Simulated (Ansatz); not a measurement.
**ZnSe (Stilleite): the PBE gap against the k mesh of the density**

Wanted: the cheapest k mesh of the density that holds the PBE gap of ZnSe (Stilleite).

Calculated with Ansatz 0.2.0; DFT, PBE, plane waves, PAW.

## 1. The starting structure

Symmetry: F-43m, No. 216, cubic system. Conventional cell: a = 5.668 Å, b = 5.668 Å, c = 5.668 Å, α = 90.00°, β = 90.00°, γ = 90.00°. Nearest to Zn lie 4 Se at 2.45 Å. Se has 4 Zn at 2.45 Å nearest. Farther neighbours and most contacts between anions are not listed.

The cell and positions come from the Crystallography Open Database and are kept as given unless a step says otherwise. The default PAW set here is soft_1. Its files were made with PBE.

## 2. k mesh of the density: 2×2×2

Contents of input.yaml:

```yaml
crystal:
  lattice:
    - [0.0, 2.8338, 2.8338]
    - [2.8338, 0.0, 2.8338]
    - [2.8338, 2.8338, 0.0]
  atoms:
    - { symbol: Zn, position: [0.0, 0.0, 0.0] }
    - { symbol: Se, position: [0.25, 0.25, 0.25] }
kpoints:
  mp_grid: { grid: [2, 2, 2] }
  band_path:
    path:
      - [0.0, 0.0, 0.0]
      - [-0.5, -0.5, 0.0]
      - [-0.375, -0.375, 0.25]
      - [-0.375, 0.0, 0.375]
      - [0.0, 0.0, 0.5]
      - [-0.5, -0.25, 0.25]
    npoints: 1
hamiltonian:
  xc: pbe
  pseudopotentials: { kind: paw, azcp: { folder: "./paw" } }
scf:
  occupations: { method: fixed }
  n_extra_bands: 4
output:
  eigenvalues: true
```

Started as:

```console
$ ansatz run input.yaml --threads 3 --pin off --max-ram 92160MiB --backend cuda --events-out ev --progress --plain --runs-dir out --devices 1 --max-vram 13GiB
```

Numbers of over 12 decimals in the logs are rounded to 6 here.

The program printed:

```text
scf.n_extra_bands = 4 over 14 filled bands (N_el = 28.0): the run solves 18 bands
GPUs: using 1 of 1 available (devices: 1).
Engine: ansatz 0.2.0, x86_64-unknown-linux-gnu
Pseudopotentials: kind: paw
Pseudopotential: Zn, paw, valence charge 12, recommended cutoff 420 eV (normal), <dir>
Pseudopotential: Se, paw, valence charge 16, recommended cutoff 420 eV (normal), <dir>
Functional definition: PBE
  parameter kappa = 0.804
  parameter beta = 0.066725
  exchange = pbe_x(kappa = kappa, mu = beta*pi^2/3)
  correlation = pbe_c(beta = beta)
device memory: the entry about to start is reckoned to put 1.4 GiB on a device that reports 67.3 GiB free (of which the cap on the GPU budget leaves the run 13.0 GiB)
GPU FFT provider: cuFFT
GPU libraries: cuBLAS 13.8.2, cuFFT 12.4.0, cuSOLVER 12.3.4
Crystal: 2 atoms, lattice volume = 45.513 Å³
Basis set: ecut = 420 eV, 893 PW (Γ)
Bands: 18, of which v1, the nominal top of the filled ones, is band 14 counted from 1 (13 counted from 0)
Symmetry: 24 space group operations
Space group: F-43m (ITA 216), of the structure as read, at distance tolerance 3.6e-5 Å
k-points: 3 of 8
Non-local potential: Zn, projectors of the file, l = 0: 2, l = 1: 2, l = 2: 3, l = 3: 1
Non-local potential: Se, projectors of the file, l = 0: 2, l = 1: 2, l = 2: 3, l = 3: 1
PAW form: soft (Blöchl's): semilocal exchange-correlation on the pseudo side does not see the compensation charge
PAW one-centre angular grid: Zn, 590 points (default); XC on 64 Gauss nodes
PAW one-centre angular grid: Se, 590 points (default); XC on 64 Gauss nodes
Initial density: superposition of atomic densities (chi_scale 0.1, normalization cell, long waves kept (reshape's long-wave potential 0.00 eV rms))
Initial wavefunctions: pseudopotential atomic-orbital guess
GPU buffer pool allocated for 19683 grid points (all kernels)
GPU transforms: local potential and band sums: pruned to the plane-wave sphere, on 25×27×27
Functional: x = pbe(κ = 0.804, μ = 0.219515), c = pbe(β = 0.066725)
SCF iter   1: F=—  HF=-8788.337256 eV  |F-HF|=—  |Δ(HF+E_count)|=         —  Δρ=6.36e-2  dr2=1.02e0  ethr=3.10e-3  ⟨swp⟩=4.7  Hψ=258  notcnv=0  defer=3
preconditioner: auto → none  [insulator: Δε(μ)=1.156 eV  Ē_g=12.720 eV  n_scr=14 (ndim 8)  ℏωp=23.4 eV  f_vac=0.060  ε∞_Penn≈4.4]
SCF iter   2: F=—  HF=-8788.136024 eV  |F-HF|=—  |Δ(HF+E_count)|=   2.01e-1  Δρ=2.35e-2  dr2=1.70e-1  ethr=3.10e-3  ⟨swp⟩=2.3  Hψ=113  notcnv=0  defer=3
SCF iter   3: F=—  HF=-8788.075075 eV  |F-HF|=—  |Δ(HF+E_count)|=   6.09e-2  Δρ=1.42e-2  dr2=5.15e-2  ethr=6.07e-4  ⟨swp⟩=2.0  Hψ=111  notcnv=0  defer=3
SCF iter   4: F=—  HF=-8788.069669 eV  |F-HF|=—  |Δ(HF+E_count)|=   5.41e-3  Δρ=4.38e-3  dr2=5.47e-3  ethr=1.84e-4  ⟨swp⟩=2.3  Hψ=98  notcnv=0  defer=3
SCF iter   5: F=—  HF=-8788.070449 eV  |F-HF|=—  |Δ(HF+E_count)|=   7.81e-4  Δρ=1.07e-3  dr2=3.79e-4  ethr=1.95e-5  ⟨swp⟩=2.3  Hψ=98  notcnv=0  defer=3
SCF iter   6: F=—  HF=-8788.070464 eV  |F-HF|=—  |Δ(HF+E_count)|=   1.41e-5  Δρ=1.39e-4  dr2=7.39e-6  ethr=1.35e-6  ⟨swp⟩=2.0  Hψ=102  notcnv=0  defer=3
SCF iter   7: F=—  HF=-8788.070486 eV  |F-HF|=—  |Δ(HF+E_count)|=   2.25e-5  Δρ=1.82e-5  dr2=9.31e-8  ethr=3.57e-10  ⟨swp⟩=4.3  Hψ=277  notcnv=0
SCF iter   8: F=-8788.070486 eV  HF=-8788.070486 eV  |F-HF|=1.54e-9  |Δ(HF+E_count)|=   1.15e-7  Δρ=1.02e-6  dr2=6.51e-10  ethr=3.33e-10  ⟨swp⟩=1.7  Hψ=188  notcnv=0
SCF 1 converged in 8 iterations: F = -8788.070486 eV  dr2 = 6.51e-10
[...]
device memory: the entry about to start is reckoned to put 0.8 GiB on a device that reports 66.0 GiB free (of which the cap on the GPU budget leaves the run 13.0 GiB)
NSCF: frozen V_eff on 6 k-points
SCF converged after 8 iterations
Free energy (F): -8788.070486 eV
Harris-Foulkes:  -8788.070486 eV  (|F-HF|=1.54e-9)
Internal energy: -8788.070486 eV  (E = F + TS)
E sigma→0 (E₀):  -8788.070486 eV
Fermi energy:    6.868075 eV
--- Per-component energies (eV) ---
  E_band       = -377.469642
  E_kinetic    = 261.844892
  E_local      = -4851.162388  (includes V_loc(G=0)·N_el)
  E_nonlocal   = 466.680369
  E_hartree    = 2248.595306
  E_xc         = -164.198126
  E_vxc        = -142.267723  (∫ρ·V_xc dr)
  E_paw        = -4028.887036  (= ΣΔE_a)
  E_vpaw       = -609.754095  (= ΣTr[D̂ρ^β])
  E_aug_tail   = -0.000658  (compensation charges beyond the density's cutoff)
  E_ewald      = -2720.942845
  E_smearing   = -0.000000  (= −TS)
  E_closure    = 0.000000  (closes the sum)
  Σ components = -8788.070486   (vs F -8788.070486, Δ=0.00e0)
--- Band table (eV) ---
  k-point 0: bands = [... 10 lower, 0.2845, 6.8681, 6.8681, 6.8681, 8.0246, 12.4355, 12.4355, 12.4355]
  k-point 1: bands = [... 10 lower, 0.4590, 1.5083, 5.9703, 5.9703, 9.2348, 13.0347, 13.0347, 15.3700]
  k-point 2: bands = [... 10 lower, 0.4864, 1.9223, 4.6211, 4.6211, 9.6638, 10.1592, 17.6257, 17.9633]
```

Run time: 13 s. Hardware: 1 × NVIDIA H100 80GB HBM3 (shared by 6 runs) with 3 threads of AMD EPYC 7R13 (Zen 3), shared host; peak memory 0.89 GiB; 2.6 s of CPU time.

Numbers from this step:

```
gap                  : 1.157 eV
valence top at       : Γ
conduction bottom at : Γ
least direct gap     : 1.157 eV
```

The gap is direct, at Γ.

## 3. k mesh of the density: 4×4×4

input.yaml: that of step 2 with these lines changed.

```diff
@@ -9,3 +9,3 @@
 kpoints:
-  mp_grid: { grid: [2, 2, 2] }
+  mp_grid: { grid: [4, 4, 4] }
   band_path:
```

The program printed:

```text
[...]
GPUs: using 1 of 1 available (devices: 1).
[...]
GPU FFT provider: cuFFT
GPU libraries: cuBLAS 13.8.2, cuFFT 12.4.0, cuSOLVER 12.3.4
Crystal: 2 atoms, lattice volume = 45.513 Å³
Basis set: ecut = 420 eV, 893 PW (Γ)
Bands: 18, of which v1, the nominal top of the filled ones, is band 14 counted from 1 (13 counted from 0)
[... 1 set-up line as in the run before ...]
[...]
Fermi energy:    6.571547 eV
[...]
--- Band table (eV; the first three rows and the last of 8) ---
  k-point 0: bands = [... 10 lower, 0.3688, 6.5715, 6.5715, 6.5715, 7.8437, 12.3580, 12.3580, 12.3580]
  k-point 1: bands = [... 10 lower, 0.3689, 3.5166, 6.0928, 6.0928, 9.3014, 12.9914, 12.9914, 13.1239]
  k-point 2: bands = [... 10 lower, 0.5286, 1.3321, 5.7003, 5.7003, 9.0970, 12.9407, 12.9407, 15.1300]
  k-point 7: bands = [... 10 lower, 0.6704, 1.8718, 3.8029, 3.9014, 12.0424, 12.1048, 13.5197, 14.2738]
[key lines of the parts left out:]
SCF converged after 8 iterations
Free energy (F): -8789.471094 eV
```

It took 12 s on 1 × NVIDIA H100 80GB HBM3 (shared by 6 runs) with 3 threads; peak memory 0.89 GiB.

This step gave:

```yaml
gap: 1.272 eV
valence_top_at: Γ
conduction_bottom_at: Γ
least_direct_gap: 1.272 eV
```

The gap is 1.272 eV, +0.116 eV from the run before at this level.

## 4. k mesh of the density: 8×8×8 (the default)

input.yaml, the sections that differ from step 3:

```yaml
kpoints:
  mp_grid: { grid: [8, 8, 8] }
  band_path:
    path:
      - [[0.0, 0.0, 0.0], [-0.5, -0.5, 0.0], [-0.375, -0.375, 0.25]]
      - [[-0.375, 0.0, 0.375], [0.0, 0.0, 0.0], [0.0, 0.0, 0.5], [-0.5, -0.25, 0.25], [-0.5, -0.5, 0.0]]
    npoints: 10
scf:
  occupations: { method: fermi_dirac, width: 0.02 }
  n_extra_bands: 4
output:
  eigenvalues: true
  write_density: true
  write_potential: true
  elf: true
  volumetric_format: npy
# crystal, hamiltonian: as in step 3
```

The program printed:

```text
[...]
GPUs: using 1 of 1 available (devices: 1).
[...]
GPU FFT provider: cuFFT
GPU libraries: cuBLAS 13.8.2, cuFFT 12.4.0, cuSOLVER 12.3.4
Crystal: 2 atoms, lattice volume = 45.513 Å³
Basis set: ecut = 420 eV, 893 PW (Γ)
Bands: 18, of which v1, the nominal top of the filled ones, is band 14 counted from 1 (13 counted from 0)
[... 1 set-up line as in the run before ...]
[...]
Fermi energy:    7.194677 eV
[...]
--- Band table (eV; the first three rows and the last of 29) ---
  k-point 0: bands = [... 10 lower, 0.3716, 6.5414, 6.5414, 6.5414, 7.8259, 12.3501, 12.3501, 12.3501]
  k-point 1: bands = [... 10 lower, 0.3702, 5.2251, 6.3894, 6.3894, 8.8110, 12.2887, 12.6037, 12.6037]
  k-point 2: bands = [... 10 lower, 0.3717, 3.4972, 6.0644, 6.0644, 9.2857, 12.9823, 12.9823, 13.1020]
  k-point 28: bands = [... 10 lower, 0.6714, 1.8564, 3.7810, 3.8790, 12.0240, 12.0861, 13.5097, 14.2540]
[key lines of the parts left out:]
SCF converged after 8 iterations
Free energy (F): -8789.537778 eV
```

Run time: 17 s. Hardware: 1 × NVIDIA H100 80GB HBM3 (shared by 6 runs) with 3 threads; peak memory 0.91 GiB.

This step gave:

```
gap                  : 1.285 eV
valence top at       : Γ
conduction bottom at : Γ
least direct gap     : 1.285 eV
```

The gap is 1.285 eV, +0.012 eV from the run before at this level.

## 5. k mesh of the density: 10×10×10

input.yaml, the sections that differ from step 4:

```yaml
kpoints:
  mp_grid: { grid: [10, 10, 10] }
  band_path:
    path:
      - [0.0, 0.0, 0.0]
      - [-0.5, -0.5, 0.0]
      - [-0.375, -0.375, 0.25]
      - [-0.375, 0.0, 0.375]
      - [0.0, 0.0, 0.5]
      - [-0.5, -0.25, 0.25]
    npoints: 1
scf:
  occupations: { method: fixed }
  n_extra_bands: 4
output:
  eigenvalues: true
# crystal, hamiltonian: as in step 4
```

The program printed:

```text
[...]
GPUs: using 1 of 1 available (devices: 1).
[...]
GPU FFT provider: cuFFT
GPU libraries: cuBLAS 13.8.2, cuFFT 12.4.0, cuSOLVER 12.3.4
Crystal: 2 atoms, lattice volume = 45.513 Å³
Basis set: ecut = 420 eV, 893 PW (Γ)
Bands: 18, of which v1, the nominal top of the filled ones, is band 14 counted from 1 (13 counted from 0)
[... 1 set-up line as in the run before ...]
[...]
Fermi energy:    6.540845 eV
[...]
--- Band table (eV; the first three rows and the last of 47) ---
  k-point 0: bands = [... 10 lower, 0.3717, 6.5408, 6.5408, 6.5408, 7.8256, 12.3499, 12.3499, 12.3499]
  k-point 1: bands = [... 10 lower, 0.3706, 5.5720, 6.4403, 6.4403, 8.5930, 12.2743, 12.5206, 12.5206]
  k-point 2: bands = [... 10 lower, 0.3701, 4.1711, 6.1997, 6.1997, 9.2184, 12.6236, 12.8627, 12.8627]
  k-point 46: bands = [... 10 lower, 0.6603, 1.8484, 3.8326, 3.9199, 11.5254, 11.7551, 14.1120, 14.6389]
[key lines of the parts left out:]
SCF converged after 8 iterations
Free energy (F): -8789.538393 eV
```

Elapsed: 15 s, on 1 × NVIDIA H100 80GB HBM3 (shared by 6 runs) with 3 threads; peak memory 0.9 GiB.

Numbers from this step:

```yaml
gap: 1.285 eV
valence_top_at: Γ
conduction_bottom_at: Γ
least_direct_gap: 1.285 eV
```

The gap is 1.285 eV, as in the run before at this level.

## 6. The series

Differences are against the last row; a negative gap means that bands overlap, and a run with a band path holds that path's time. Times are wall times on 1 × NVIDIA H100 80GB HBM3 (shared by 6 runs) with 3 threads of AMD EPYC 7R13 (Zen 3), shared host, good to a factor of about two.

| k mesh of the density | gap (eV) | direct gap (eV) | gap error (eV) | energy error (meV/atom) | irreducible k | time |
| --- | --- | --- | --- | --- | --- | --- |
| 2×2×2 | 1.157 | 1.157 | −0.128 | +734.0 | 3 | 13 s |
| 4×4×4 | 1.272 | 1.272 | −0.013 | +33.6 | 8 | 12 s |
| 8×8×8 | 1.285 | 1.285 | −0.0002 | +0.3 | 29 | 17 s |
| 10×10×10 | 1.285 | 1.285 | +0.000 | +0.0 | 47 | 15 s |

## 7. Outcome

```yaml
2x2x2: 1.157 eV
4x4x4: 1.272 eV
8x8x8: 1.285 eV
10x10x10: 1.285 eV
```

**Reading.** The gap holds to 0.02 eV from 4×4×4 on. At 2×2×2 the gap is off by −0.128 eV and the energy by +734 meV/atom. The gap is read over the mesh and added points near the edges, so meshes differ mainly through the density and, for a hybrid, the exchange operator.

[Paths, hosts, dates, memory and timing lines, banners, echoed tables and standing remarks are left out of the program output.]

[Logs are printed without paths, hosts, clocks, repeated set-up lines and the standing remarks that a program may print on its own settings, such as how far it seeks lower states.]

[Runs of the session that timed out or met a known fault of the program may be left out.]

[Cells called generated may have been cut or substituted from an entry of the Crystallography Open Database or the Materials Project.]

[Hosts, paths, dates, database ids (printed as entryN), source tags and the programs' standing remarks are cut or masked in the printed files.]
